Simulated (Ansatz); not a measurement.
## One crystal, many levels of theory: CdWO4 (P2/c)

Wanted: a ladder of band gaps for CdWO4 (P2/c), from density functionals to G0W0.

Method: density functionals, hybrids and G0W0, plane waves, PAW, in Ansatz 0.2.0.

**The experiments to reproduce.**

- Gap 4.15 eV: direct gap from absorption edge with Urbach fit; optical absorption; 300 K; bulk crystal (thin cleaved platelet of Czochralski crystal, 10-30 um thick) (“Optical absorption of divalent metal tungstates: Correlation between the band-gap energy and the cation ionic radius”, 2008, arxiv:0807.2115).

Report form: the programs' logs are mostly left out.

In doubt: masses and optical values from hybrid runs of this build are listed as unsure (step 7), which bears on the screening that GW takes from such a start.

## 1. Set-up

The structure is monoclinic, space group P2/c (No. 13). The conventional cell has a = 5.040 Å, b = 5.870 Å, c = 5.084 Å, α = 90.00°, β = 91.48°, γ = 90.00°. Nearest to Cd lie 6 O at 2.20 to 2.43 Å. Nearest to W lie 6 O at 1.78 to 2.15 Å. Nearest to O lie 2 W at 1.92 to 2.15 Å and 1 Cd at 2.20 Å. Nearest to O lie 1 W at 1.78 Å and 2 Cd at 2.28 to 2.43 Å. Farther neighbours and most contacts between anions are not listed.

The cell and positions come from the Crystallography Open Database and are kept as given unless a step says otherwise. Spin-orbit coupling is left out unless a step names it. The default PAW set here is soft_2. Its files were made with PBE.

## 2. LDA on the 6×4×6 mesh

Levels along a band path and on the mesh show where this functional puts the band edges.

This step: DFT, LDA, plane waves, PAW.

input.yaml

```yaml
crystal:
  lattice:
    - [5.04, 0.0, 0.0]
    - [0.0, 5.8701, 0.0]
    - [-0.1309573182, 0.0, 5.0824131071]
  atoms:
    - { symbol: Cd, position: [0.5, 0.69729, 0.25] }
    - { symbol: Cd, position: [0.5, 0.30271, 0.75] }
    - { symbol: W, position: [0.0, 0.17855, 0.25] }
    - { symbol: W, position: [0.0, 0.82145, 0.75] }
    - { symbol: O, position: [0.2018, 0.0955, 0.9504] }
    - { symbol: O, position: [0.7982, 0.0955, 0.5496] }
    - { symbol: O, position: [0.7982, 0.9045, 0.0496] }
    - { symbol: O, position: [0.2018, 0.9045, 0.4504] }
    - { symbol: O, position: [0.242, 0.3703, 0.3839] }
    - { symbol: O, position: [0.758, 0.3703, 0.1161] }
    - { symbol: O, position: [0.758, 0.6297, 0.6161] }
    - { symbol: O, position: [0.242, 0.6297, 0.8839] }
kpoints:
  mp_grid: { grid: [6, 4, 6] }
  band_path:
    path:
      - [0.0, 0.0, 0.0]
      - [0.0, 0.5, 0.0]
      - [0.0, 0.5, 0.5]
      - [0.0, 0.0, 0.5]
      - [0.0, 0.0, 0.0]
      - [-0.5, 0.0, 0.5]
      - [-0.5, 0.5, 0.5]
      - [0.0, 0.5, 0.0]
      - [-0.5, 0.5, 0.0]
      - [-0.5, 0.0, 0.0]
      - [0.0, 0.0, 0.0]
    npoints: 10
hamiltonian:
  xc: lda
scf:
  occupations: { method: fermi_dirac, width: 0.02 }
  n_extra_bands: 8
output:
  eigenvalues: true
  forces: true
  stress: true
```

On the command line:

```
> ansatz run input.yaml --threads 24 --pin off --max-ram 82944MiB --backend cuda --events-out ev --progress --plain --runs-dir out --devices 1 --max-vram 78GiB
```

Wall time 2.9 s (1 × NVIDIA GB200 (shared by 2 runs) with 24 threads of Arm Neoverse V2, shared host); peak memory 1 GiB.

Numbers from this step:

* pressure: -5.806 GPa
* filled bands: 58
* gap: 2.953 eV
* valence top at: k = (0.167, -0.500, -0.500)
* conduction bottom at: k = (0.000, -0.500, 0.167)
* least direct gap: 2.975 eV

Over mesh and path the gap is 2.953 eV, from k = (0.167, -0.500, -0.500) to k = (0.000, -0.500, 0.167). The least direct gap found is 2.975 eV, at k = (0.000, 0.500, 0.000). The pressure in this cell is -6 GPa; the cell is kept.

## 3. LDA+SOC on the 6×4×6 mesh

This run has two-component orbitals with spin-orbit coupling.

This step: DFT, LDA with spin-orbit coupling, plane waves, PAW.

Changes to input.yaml since step 2:

```diff
@@ -26,10 +26,9 @@
       - [0.0, 0.0, 0.5]
-      - [0.0, 0.0, 0.0]
       - [-0.5, 0.0, 0.5]
       - [-0.5, 0.5, 0.5]
-      - [0.0, 0.5, 0.0]
       - [-0.5, 0.5, 0.0]
       - [-0.5, 0.0, 0.0]
-      - [0.0, 0.0, 0.0]
-    npoints: 10
+      - [0.1666666667, -0.5, -0.5]
+      - [0.0, -0.5, 0.1666666667]
+    npoints: 1
 hamiltonian:
@@ -37,4 +36,7 @@
 scf:
-  occupations: { method: fermi_dirac, width: 0.02 }
-  n_extra_bands: 8
+  occupations: { method: fixed }
+  n_extra_bands: 16
+magnetization:
+  noncollinear: true
+  spin_orbit: true
 output:
```

It took 5.7 s on 1 × NVIDIA GB200 (shared by 2 runs) with 24 threads; peak memory 1.4 GiB.

This step gave:

```
pressure             : -6.012 GPa
gap                  : 2.933 eV
valence top at       : k = (0.167, -0.500, -0.500)
conduction bottom at : k = (0.000, -0.500, 0.167)
least direct gap     : 2.959 eV
```

Over mesh and listed points the gap is 2.933 eV, from k = (0.167, -0.500, -0.500) to k = (0.000, -0.500, 0.167). The least direct gap found is 2.959 eV, at k = (0.000, 0.500, 0.000). The pressure in this cell is -6 GPa; the cell is kept. LDA+SOC against LDA: 2.933 − 2.953 = −0.020 eV, with the same mesh, set of files (read in its fully relativistic form for the spin-orbit run) and cutoff, and both edges at the same k points. The spin-orbit run sees mesh and listed points alone, so its gap is an upper bound: the coupling can move an edge off these points, and the change over the zone, its sign included where it is small, is not known.

## 4. r2SCAN on the 6×4×6 mesh

r2SCAN is a meta-GGA: it depends on the kinetic-energy density as well as on the density and its gradient.

This step: DFT, r2SCAN, plane waves, PAW.

Changes to input.yaml since step 3:

```diff
@@ -34,9 +34,6 @@
 hamiltonian:
-  xc: lda
+  xc: r2scan
 scf:
   occupations: { method: fixed }
-  n_extra_bands: 16
-magnetization:
-  noncollinear: true
-  spin_orbit: true
+  n_extra_bands: 8
 output:
```

It took 3 s on 1 × NVIDIA GB200 (shared by 2 runs) with 24 threads; peak memory 1.2 GiB.

This step gave:

- pressure: 0.04201 GPa
- gap: 3.460 eV
- valence top at: k = (0.000, 0.250, 0.333)
- conduction bottom at: k = (0.000, -0.500, 0.167)
- least direct gap: 3.484 eV

Over mesh and listed points the gap is 3.460 eV, from k = (0.000, 0.250, 0.333) to k = (0.000, -0.500, 0.167). The least direct gap found is 3.484 eV, at k = (0.000, 0.500, 0.000). r2SCAN against LDA: 3.460 − 2.953 = +0.507 eV. The runs also differ in plane-wave cutoff (420 eV and 500 eV), and the valence top lies at another k point, so how much of this comes from the functional alone is not known.

## 5. HSE06 on the 4×4×4 mesh

HSE06 mixes in a quarter of exact exchange at short range.

This step: DFT, HSE06, plane waves, PAW.

Changes to input.yaml since step 4:

```diff
@@ -19,3 +19,3 @@
 kpoints:
-  mp_grid: { grid: [6, 4, 6] }
+  mp_grid: { grid: [4, 4, 4] }
   band_path:
@@ -34,3 +34,3 @@
 hamiltonian:
-  xc: r2scan
+  xc: hse06
 scf:
@@ -40,3 +40 @@
   eigenvalues: true
-  forces: true
-  stress: true
```

Elapsed: 18 s, on 1 × NVIDIA GB200 (shared by 2 runs) with 24 threads; peak memory 2 GiB.

Numbers from this step:

```yaml
gap: 4.494 eV
valence_top_at: k = (0.000, 0.250, 0.250)
conduction_bottom_at: k = (0.000, -0.500, 0.167)
least_direct_gap: 4.529 eV
exact_exchange_fraction: 0.25
```

Over mesh and listed points the gap is 4.494 eV, from k = (0.000, 0.250, 0.250) to k = (0.000, -0.500, 0.167). The least direct gap found is 4.529 eV, at k = (0.000, 0.500, 0.000). On the 4×4×4 mesh alone the same run gives 4.509 eV, so that mesh misses an edge of HSE06: 4.509 − 4.494 = +0.015 eV. HSE06 against LDA: 4.494 − 2.953 = +1.541 eV. The runs also differ in mesh (6×4×6 and 4×4×4), and the valence top lies at another k point, so how much of this comes from the functional alone is not known.

## 6. G0W0@LDA, 4×2×4 mesh, 691 empty bands, screening to 160 eV

G0W0 replaces the xc potential by a self-energy built once from the orbitals of the start. Levels are corrected in the window of bands that the input names, at points of the mesh.

This step: G0W0 on LDA, plane waves, PAW.

Changes to input.yaml since step 5:

```diff
@@ -19,22 +19,12 @@
 kpoints:
-  mp_grid: { grid: [4, 4, 4] }
-  band_path:
-    path:
-      - [0.0, 0.0, 0.0]
-      - [0.0, 0.5, 0.0]
-      - [0.0, 0.5, 0.5]
-      - [0.0, 0.0, 0.5]
-      - [-0.5, 0.0, 0.5]
-      - [-0.5, 0.5, 0.5]
-      - [-0.5, 0.5, 0.0]
-      - [-0.5, 0.0, 0.0]
-      - [0.1666666667, -0.5, -0.5]
-      - [0.0, -0.5, 0.1666666667]
-    npoints: 1
+  mp_grid: { grid: [4, 2, 4] }
 hamiltonian:
-  xc: hse06
+  xc: lda
 scf:
   occupations: { method: fixed }
-  n_extra_bands: 8
-output:
-  eigenvalues: true
+gw:
+  n_empty_bands: 691
+  ecut_chi: 160.0
+  qp_bands: [v4, c4]
+  qp_kpoints: band_edges
+  screening: { model: contour_deformation }
```

Wall time 39 s (1 × NVIDIA GB200 (shared by 2 runs) with 24 threads); peak memory 3.6 GiB; 2.2 min of CPU time.

This step gave:

| Quantity | Value |
| --- | --- |
| bands summed | 749 |
| RPA ε∞ on this mesh (eigenvalues) | 4.687, 5.022, 5.229 |
| plane waves in the screening matrix | 685 |
| G0W0 gap over the corrected points | 4.491 eV |
| k of the valence top | 0, -0.5, 0 |
| k of the conduction bottom | 0, -0.5, 0 |
| starting gap on the mesh | 2.974 eV |
| Z at the valence top | 0.7445 |
| Z at the conduction bottom | 0.7856 |
| least direct G0W0 gap over the corrected points | 4.491 eV |

Over all 20 irreducible mesh points the G0W0 gap is 4.491 eV, direct, at k = (0.000, -0.500, 0.000). The LDA gap of this run on the mesh is 2.974 eV. The two states that bound the G0W0 gap lie that far apart at the start, so the correction of the gap is 4.491 − 2.974 = +1.517 eV.

## 7. G0W0@HSE06, 4×2×4 mesh, 321 empty bands, screening to 96 eV

This step: G0W0 on HSE06, plane waves, PAW.

Changes to input.yaml since step 6:

```diff
@@ -21,3 +21,3 @@
 hamiltonian:
-  xc: lda
+  xc: hse06
 scf:
@@ -25,4 +25,4 @@
 gw:
-  n_empty_bands: 691
-  ecut_chi: 160.0
+  n_empty_bands: 321
+  ecut_chi: 96
   qp_bands: [v4, c4]
```

The job ended after 35 s (1 × NVIDIA GB200 (shared by 2 runs) with 24 threads; peak memory 2.6 GiB).

This step gave:

| Quantity | Value |
| --- | --- |
| bands summed | 379 |
| RPA ε∞ on this mesh (eigenvalues) | 3.631, 3.801, 3.986 |
| plane waves in the screening matrix | 313 |
| G0W0 gap over the corrected points | 4.979 eV |
| k of the valence top | 0, -0.5, 0 |
| k of the conduction bottom | 0, -0.5, 0 |
| starting gap on the mesh | 4.529 eV |
| Z at the valence top | 0.7880 |
| Z at the conduction bottom | 0.8210 |
| least direct G0W0 gap over the corrected points | 4.979 eV |

Over all 20 irreducible mesh points the G0W0 gap is 4.979 eV, direct, at k = (0.000, -0.500, 0.000). The HSE06 gap of this run on the mesh is 4.529 eV. The two states that bound the G0W0 gap lie that far apart at the start, so the correction of the gap is 4.979 − 4.529 = +0.450 eV. G0W0@HSE06 against G0W0@LDA with 379 bands (a further run, in the table below): 4.979 − 4.449 = +0.530 eV, with the same mesh, files and cutoffs, and both edges at the same k points.

## 8. Gap and time by level

Each gap is the least one over the points named; times are wall times on shared hosts, not benchmarks. A G0W0 time includes the run's own self-consistent start. Runs with listed points see these and the mesh alone, so an edge that moves elsewhere is missed. Rows marked * are further runs, not shown as steps, whose inputs differ from the G0W0 step on the same start in the columns given; solver thresholds can differ too.

```
     level   mesh       files, cutoff  bands summed, screening                          points  gap (eV)              valence top       conduction bottom  least direct gap (eV)   time
       LDA  6×4×6  soft_2 PAW, 420 eV                        -                   mesh and path     2.953  (0.167, -0.500, -0.500)  (0.000, -0.500, 0.167)                  2.975  2.9 s
   LDA+SOC  6×4×6  soft_2 PAW, 420 eV                        -          mesh and listed points     2.933  (0.167, -0.500, -0.500)  (0.000, -0.500, 0.167)                  2.959  5.7 s
    r2SCAN  6×4×6  soft_2 PAW, 500 eV                        -          mesh and listed points     3.460    (0.000, 0.250, 0.333)  (0.000, -0.500, 0.167)                  3.484    3 s
     HSE06  4×4×4  soft_2 PAW, 420 eV                        -          mesh and listed points     4.494    (0.000, 0.250, 0.250)  (0.000, -0.500, 0.167)                  4.529   18 s
 G0W0@LDA*  4×2×4  soft_2 PAW, 420 eV               171, 48 eV  all 20 irreducible mesh points     4.657   (0.000, -0.500, 0.000)  (0.000, -0.500, 0.000)                  4.657  8.2 s
 G0W0@LDA*  4×2×4  soft_2 PAW, 420 eV               379, 96 eV  all 20 irreducible mesh points     4.449   (0.000, -0.500, 0.000)  (0.000, -0.500, 0.000)                  4.449  9.6 s
  G0W0@LDA  4×2×4  soft_2 PAW, 420 eV              749, 160 eV  all 20 irreducible mesh points     4.491   (0.000, -0.500, 0.000)  (0.000, -0.500, 0.000)                  4.491   39 s
 G0W0@LDA*  2×2×2  soft_2 PAW, 420 eV               379, 96 eV   all 8 irreducible mesh points     4.473   (0.000, -0.500, 0.000)  (0.000, -0.500, 0.000)                  4.473  2.6 s
G0W0@HSE06  4×2×4  soft_2 PAW, 420 eV               379, 96 eV  all 20 irreducible mesh points     4.979   (0.000, -0.500, 0.000)  (0.000, -0.500, 0.000)                  4.979   35 s
```

Computed less measured, in eV, for the reports listed at the start; nothing is added to the computed values:

```
                             row  computed (eV)  4.15 eV (2008)
                        LDA, gap          2.953          −1.197
                    LDA+SOC, gap          2.933          −1.217
                     r2SCAN, gap          3.460          −0.690
                      HSE06, gap          4.494          +0.344
G0W0@LDA (749 bands, 4×2×4), gap          4.491          +0.341
                 G0W0@HSE06, gap          4.979          +0.829
```

## 9. What came out

```
LDA, over mesh and path                                          : 2.953 eV
LDA+SOC, over mesh and listed points                             : 2.933 eV
r2SCAN, over mesh and listed points                              : 3.460 eV
HSE06, over mesh and listed points                               : 4.494 eV
G0W0@LDA (749 bands, 4×2×4), over all 20 irreducible mesh points : 4.491 eV
G0W0@HSE06, over all 20 irreducible mesh points                  : 4.979 eV
known limits                                                     : finite bands, screening cutoff and k mesh; no spin-orbit coupling in G0W0; d shells not analysed
```

The rows run from 2.933 eV (LDA+SOC) to 4.979 eV (G0W0@HSE06). They differ in mesh, plane-wave cutoff, bands and screening cutoff of G0W0 and the points over which the gap was sought as well as in level, so only pairs that share these are like for like. LDA+SOC against LDA: 2.933 − 2.953 = −0.020 eV, with the same mesh, set of files (read in its fully relativistic form for the spin-orbit run) and cutoff, and both edges at the same k points. The spin-orbit run sees mesh and listed points alone, so its gap is an upper bound: the coupling can move an edge off these points, and the change over the zone, its sign included where it is small, is not known. G0W0@HSE06 against G0W0@LDA with 379 bands: 4.979 − 4.449 = +0.530 eV, with the same mesh, files and cutoffs, and both edges at the same k points. G0W0@LDA (749 bands, 4×2×4) moves the gap of its own start on the mesh by 4.491 − 2.974 = +1.517 eV, between the same two levels. Over mesh and path, LDA puts the valence top at k = (0.167, -0.500, -0.500) and conduction bottom at k = (0.000, -0.500, 0.167), where no G0W0 correction was computed. The G0W0 gap over the whole zone is therefore not known from this run; at its settings it can only be equal to or under the 4.491 eV found, and no correction is carried over from another point. For the start itself the gap is 2.953 eV over mesh and path and 2.974 eV on the mesh of the G0W0 run, in runs that differ in mesh (6×4×6 and 4×2×4). G0W0@HSE06 moves the gap of its own start on the mesh by 4.979 − 4.529 = +0.450 eV, between the same two levels. Over mesh and listed points, HSE06 puts the valence top at k = (0.000, 0.250, 0.250) and conduction bottom at k = (0.000, -0.500, 0.167), where no G0W0 correction was computed. The G0W0 gap over the whole zone is therefore not known from this run; at its settings it can only be equal to or under the 4.979 eV found, and no correction is carried over from another point. For the start itself the gap is 4.494 eV over mesh and listed points and 4.529 eV on the mesh of the G0W0 run, in runs that differ in mesh (4×4×4 and 4×2×4). What spin-orbit coupling does to the G0W0 levels was not computed, so no sum with the G0W0 gap is formed. Against experiment, G0W0@LDA (749 bands, 4×2×4) at 4.491 eV lies +0.341 eV from 4.15 eV (2008). The differences hold parts that these runs do not separate: finite bands, cutoffs and mesh, points of the zone that were not corrected, the start of G0W0, spin-orbit coupling missing from it, static nuclei, no electron-hole attraction, and what each experiment reads as the gap. How much each gives is not known from the steps shown. For G0W0@LDA: from 171 bands and 48 eV to 749 bands and 160 eV the gap moves by 4.491 − 4.657 = −0.166 eV (rung by rung 4.657, 4.449, 4.491 eV); bands and screening cutoff rise together, so their parts are not told apart. The gap turns back along the series (4.657, 4.449, 4.491 eV), so no line is drawn and the limit is not known. The other G0W0 rows are shown at one basis each (379 bands), so their distance from the limit is not known here. With the 2×2×2 mesh in place of the 4×2×4 mesh and all else as in the G0W0@LDA row with 379 bands, the gap differs by 4.473 − 4.449 = +0.024 eV, and that of the start by 2.974 − 2.974 = +0.000 eV. The G0W0 runs are scalar-relativistic. One-shot GW is known to converge slowly in bands for compounds with shallow d shells. The cell holds Cd; the filling of the d shell and its place against the gap were not analysed here. G0W0 is shown with one set of atomic data (soft_2 PAW), so the error from the files is not known here.

[Paths, hosts, dates, memory and timing lines, banners, echoed tables and standing remarks are left out of the program output.]

[Logs are printed without paths, hosts, clocks, repeated set-up lines and the standing remarks that a program may print on its own settings, such as how far it seeks lower states.]

[Runs of the session that timed out or met a known fault of the program may be left out.]

[Cells called generated may have been cut or substituted from an entry of the Crystallography Open Database or the Materials Project.]

[Hosts, paths, dates, database ids (printed as entryN), source tags and the programs' standing remarks are cut or masked in the printed files.]

[Where an RPA ε∞ is given, it is that of the G0W0 mesh and is not shown converged in it. Names of k-points follow the symmetry that the program found, which can be lower than the space group named. Band edges on a path are those of the sampled points; other points can move an edge, and change direct to indirect where valleys lie close.]

[Hybrid gaps are those of their k-mesh and are not shown converged in it.]
